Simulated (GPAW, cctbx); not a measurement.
# Bonding in SrGa6 as X-rays see it

Question: by how much does bonding change the X-ray structure factors of SrGa6, and what does a routine refinement make of it?

The cell comes from substitution in a known structure type and wasn't matched to any measured phase. All numbers below are calculated.

## 1. Find the equilibrium geometry

The density hangs on the geometry, so cell and atoms are relaxed first, with the symmetry held. The cutoff is set higher than for the density because stress converges slowly with plane waves.

Settings: GPAW 26.7.0, PBE, 570 eV, 4×4×4 k-points, Fermi–Dirac width 0.1 eV, BFGS to 0.03 eV/Å.

```text
cell
1.0
     5.048000000    0.000000000    0.000000000
     0.000000000    5.048000000    0.000000000
     0.000000000    0.000000000    5.048000000
Sr Ga
1 6
Direct
0.000000000 0.000000000 0.000000000
0.500000000 0.783100000 0.500000000
0.500000000 0.216900000 0.500000000
0.783100000 0.500000000 0.500000000
0.216900000 0.500000000 0.500000000
0.500000000 0.500000000 0.783100000
0.500000000 0.500000000 0.216900000
```

```console
$ OMP_NUM_THREADS=1 mpirun -n 4 gpaw python run.py > gpaw.log
```

```text
BFGS:    0       -0.150710       18.957419
BFGS:    1       -9.290885        6.287404
BFGS:    2      -11.084769        5.514668
BFGS:    3      -13.330463        4.401428
...
BFGS:    8      -18.390830        0.506261
BFGS:    9      -18.504281        0.069201
BFGS:   10      -18.506863        0.018320
cell  6.0146 6.0146 6.0146  90.00 90.00 90.00
volume 217.576 A^3, largest force 0.015 eV/A, largest stress 0.03 GPa
```

The cell moved far, while the k-mesh and basis were chosen for the start, so the final shape may be somewhat biased.

After 10 steps the volume has changed by +69.1 % and the energy by -18.356 eV; the largest stress left is 0.03 GPa. It took 77 s on 4 cores of Arm Neoverse V1 (shared host), peak memory 1 GiB.

Relaxed structure: Pm-3m (no. 221), a = 6.0146 Å, b = 6.0146 Å, c = 6.0146 Å, α = 90.00°, β = 90.00°, γ = 90.00°.

| atom | mult. | x | y | z |
| --- | --- | --- | --- | --- |
| Sr1 | 1 | 0 | 0 | 0 |
| Ga1 | 6 | 1/2 | 0.8053 | 1/2 |

## 2. The all-electron density

X-rays see the whole electron density, so the PAW density is rebuilt with its core regions. Subtracting spherical free atoms from the same code cancels the cores and leaves the deformation density Δρ, the part due to bonding.

Settings: PBE, 450 eV, 4×4×4 k-points, Fermi–Dirac width 0.1 eV; primitive cell of 7 atoms.

```console
$ OMP_NUM_THREADS=1 mpirun -n 4 gpaw python run.py > gpaw.log
```

```text
|iter:   1|       0s |  -19.601098 | -0.43 |       |
|iter:   2|       1s |  -19.349533 | -2.14 | -0.89 |
|iter:   3|       2s |  -18.459733 | -1.44 | -0.92 |
...
|iter:   8|       5s |  -18.461434c| -6.41 | -3.68 |
|iter:   9|       5s |  -18.461433c| -7.32 | -4.42c|
|iter:  10|       6s |  -18.461433c| -7.97c| -4.85c|
```

```text
grid (60, 60, 60)  electrons 224.000  moved by bonding 1.464 e
deformation density beyond 0.5 A of the nuclei: max 0.117, min -0.060 e/A^3
atom        x       y       z   Voronoi charge  moment
Sr1    0.0000  0.0000  0.0000      0.625       0.00
Ga2    0.5000  0.8053  0.5000     -0.104       0.00
Ga3    0.5000  0.1947  0.5000     -0.104       0.00
Ga4    0.8053  0.5000  0.5000     -0.104       0.00
Ga5    0.1947  0.5000  0.5000     -0.104       0.00
Ga6    0.5000  0.5000  0.8053     -0.104       0.00
Ga7    0.5000  0.5000  0.1947     -0.104       0.00
mean inner potential of superposed free atoms 12.080 V
total magnetic moment 0.000 muB
```

Deformation density in a plane through the shortest contact of the Ga atom at the origin, in 0.01 e/Å³ (clipped at ±99); x from -1.6 to 3.9 Å, y from 2.4 down to -2.4 Å:

```text
 -3  -1   0   0   0   0   0  -1  -1   0   0   0   0   0  -1  -3
  .  -4  -2   0   0   0   0   0   0   0   0   0   0  -2  -4   .
  .  -5   0   2   1   0   0   0   0   0   0   1   2   0  -5   .
 -5  -1   4   3   1  -1   0   1   1   0  -1   1   3   4  -1  -5
  0   3   4   0  -3  -3   0   4   4   0  -3  -3   0   4   3   0
  0   1   0  -6   .  -2  -1   8   8  -1  -2   .  -6   0   1   0
 -1   0  -3  -4   .   .  -3  10  10  -3   .   .  -4  -3   0  -1
  0   1   0  -6   .  -2  -1   8   8  -1  -2   .  -6   0   1   0
  0   3   4   0  -3  -3   0   4   4   0  -3  -3   0   4   3   0
 -5  -1   4   3   1  -1   0   1   1   0  -1   1   3   4  -1  -5
  .  -5   0   2   1   0   0   0   0   0   0   1   2   0  -5   .
  .  -4  -2   0   0   0   0   0   0   0   0   0   0  -2  -4   .
 -3  -1   0   0   0   0   0  -1  -1   0   0   0   0   0  -1  -3
```

Atoms in or within 0.15 Å of the plane: Ga (0.0, 0.0), Ga (2.3, 0.0) Å. Dots mark points within about 0.45 Å of a nucleus; large values next to them are atomic features.

Ga gains most (-0.10 e) and Sr loses most (+0.62 e), as electronegativity suggests. Along the shortest contact from the Ga atom at the map's origin, Ga–Ga at 2.34 Å, Δρ is +0.12 e/Å³ at the midpoint: a bond charge, the mark of covalency. Point values carry grid noise of about 0.01 e/Å³. The run needed 10 iterations, 10 s.

## 3. Structure factors

The Fourier components of Δρ, added to those of the free atoms, give the static X-ray structure factors; the Mott–Bethe relation turns them into the Fourier components V of the potential that fast electrons feel.

```text
static structure factors of the conventional cell: F in electrons, V (Mott-Bethe) in volts
   h  k  l      d  |F| table  |F| free   |F| DFT   change   |V| free  |V| DFT  change %
   0  1  0  6.0146    61.978    61.893    62.505    0.612     2.288    1.822    -20.4
   0  1  1  4.2530    51.505    51.580    51.530   -0.050     2.367    2.386      0.8
   1  1  1  3.4725    87.564    87.646    87.822    0.176     3.472    3.427     -1.3
   0  2  0  3.0073    95.889    95.927    95.945    0.017     3.513    3.510     -0.1
   0  2  1  2.6898    36.136    36.124    36.138    0.013     1.313    1.311     -0.2
   1  2  1  2.4555    42.029    41.956    41.784   -0.172     1.256    1.277      1.7
   0  2  2  2.1265     3.068     3.131     3.488    0.357     0.153    0.119    -22.3
   1  2  2  2.0049   115.029   114.691   114.491   -0.200     3.360    3.377      0.5
   0  3  0  2.0049   105.022   104.532   104.054   -0.478     2.964    3.004      1.4
   0  3  1  1.9020    96.640    96.337    95.993   -0.344     2.750    2.777      1.0
   1  3  1  1.8135    18.673    18.710    19.004    0.295     0.552    0.532     -3.7
   2  2  2  1.7363    74.612    74.112    73.865   -0.246     1.955    1.971      0.8
   0  3  2  1.6681    21.218    20.974    20.981    0.007     0.523    0.523     -0.1
   1  3  2  1.6075    15.095    15.156    15.096   -0.060     0.416    0.419      0.8
```

The largest X-ray change is +0.61 e on 010, 1.0 % of |F|. For electrons V goes as (Z − F)/g², so a change of F counts against Z − F, which is small at low angle and wherever the atoms' terms cancel: |V| of 022 moves by -22.3 % (0.15 to 0.12 V) against +11.4 % in |F|. The last three rows still change by up to 0.25 e; the table stops while the angles are still low. The tabulated Hartree–Fock atoms differ from the free DFT atoms by up to 0.50 e, so the choice of reference atom matters too.

## 4. Refining ordinary atoms against data with bonding

Routine crystallography fits spherical atoms. To see the bias, intensities are simulated from tabulated atoms plus the DFT change ΔF, so that bonding alone can misfit (14242 reflections of the full sphere, merged to the counts below, to 0.4 Å, 1.5 % proportional noise plus counting noise, assumed isotropic U as listed, Δρ smeared by the mean U) and refined with cctbx over different ranges.

```csv
range,data,R1,GooF,U Sr1 (true 0.0039),U Ga1 (true 0.0041),largest shift (Å),"Δρ max, min (e/Å³)"
all data,415,0.0032,1.16,0.0039,0.0041,0.0000,"0.20, -0.23"
"low resolution, d > 0.84",62,0.0033,1.60,0.0039,0.0039,0.0001,"0.11, -0.17"
"high order, d < 0.75",336,0.0030,1.03,0.0039,0.0041,0.0000,"0.15, -0.20"
"occupancies free, d > 0.7",95,0.0033,1.54,0.0039,0.0041,0.0000,"0.14, -0.12"
```

With all data GooF is 1.16, diluted by the many high-angle data; the misfit shows at low resolution; the top residual peak lies 2.14 Å from Ga and 2.14 Å from Ga. No U is off by more than 3 s.u. at low resolution. With Sr1 held at 1 and the scale free, the other occupancies refine to Ga1 1.000(0.001), within three s.u. of full.

## 5. Answer

Bonding moves 1.46 e in the primitive cell of SrGa6 and changes the structure factors of the conventional cell in the table above by at most 0.61 e (010, 1.0 %), and among reflections above 2 % of the strongest by up to 11.4 % (022). The shortest bond, Ga–Ga, has Δρ = +0.12 e/Å³ at its midpoint, a covalent bond charge. With all data GooF is 1.16, diluted by the many high-angle data. Limits: static density, frozen cores, no spin–orbit coupling.

[Outputs are excerpts: Python notices, other lines and further rows are left out; steps that failed or that the build refused (PBEsol, TPSS) are not shown.]

[Logs are printed without paths, hosts, clocks, repeated set-up lines and the standing remarks that a program may print on its own settings, such as how far it seeks lower states.]
